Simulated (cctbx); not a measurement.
**Interatomic vectors of LaIr2O4**

Space group I4_1/a (no. 88, origin choice 1), a = 5.7610 Å, b = 5.7610 Å, c = 10.2750 Å, α = 90.00°, β = 90.00°, γ = 90.00°, content Ir8 La4 O16.

Simulated single-crystal data (cctbx): Mo Kα, λ = 0.71073 Å, to d = 0.77 Å, 95 % of the full sphere, strongest reflection 20000 counts, noise from counting, a 3 % proportional error and a noise floor of 4 counts (s.d.); no absorption.

Patterson synthesis, origin scaled to 1000:

```text
Patterson group I 4/m
      u       v       w   height  length (A)
  0.000   0.000   0.000   1000.0     0.00
  0.000   0.500   0.000    410.4     2.88
  0.250   0.250   0.250    408.3     3.28
 -0.000   0.249   0.375    276.2     4.11
  0.000   0.500   0.250     81.4     3.86
 -0.009   0.401   0.327     28.6     4.07
  0.131   0.759   0.440     26.5     4.79
  0.142   0.264   0.080     21.8     1.91
  0.013   0.116   0.170     21.4     1.87
  0.084   0.210   0.201     20.9     2.44
  0.031   0.834   0.051     16.8     1.11
  0.000   0.000   0.105     15.5     1.08
  0.013   0.323   0.050     14.3     1.93
  0.067   0.167   0.037     14.3     1.10
```

**Question.** Which atom pairs make the peaks, and where is the heaviest atom?

A peak at u stands for all pairs with xi − xj = u, with weight Σ ZiZj against Σ Z² = 61452 at the origin. Peak heights follow these weights only roughly, since form factors, motion and series ripples differ, all vectors within 0.55 Å of a peak are counted as merged into it though the farther ones add only part of their weight, and F(000) is left out, which lowers the whole map:

| u | v | w | shortest length (Å) | height | 1000 ΣZiZj/ΣZ² | pairs in the cell |
| --- | --- | --- | --- | --- | --- | --- |
| 0.000 | 0.500 | 0.000 | 2.88 | 410 | 386 | 4 × Ir–Ir |
| 0.250 | 0.250 | 0.250 | 3.28 | 408 | 386 | 4 × Ir–Ir |
| 0.000 | 0.249 | 0.375 | 3.47 | 276 | 286 | 4 × Ir–La |
| 0.000 | 0.500 | 0.250 | 3.86 | 81 | 106 | 2 × La–La |

The table stops at ten peaks or at a height of 45, below which ripples compete. In the model behind the data Ir, the heaviest element, has 1 independent site: (0, 1/4, 1/8), up to an allowed shift of origin; the Ir–Ir vectors are differences of these positions and their symmetry mates. The whole model:

| atom | mult. | x | y | z | Ueq (Å²) |
| --- | --- | --- | --- | --- | --- |
| Ir1 | 8 | 0 | 1/4 | 1/8 | 0.0053 |
| La1 | 4 | 1/2 | 1/2 | 0 | 0.0072 |
| O1 | 16 | 0.1390 | 0.2063 | 0.3001 | 0.0111 |

The model was made for the exercise: a known structure type with other elements put in, its volume estimated, not relaxed; displacement parameters are assumed.

[Logs are printed without paths, hosts, clocks, repeated set-up lines and the standing remarks that a program may print on its own settings, such as how far it seeks lower states.]
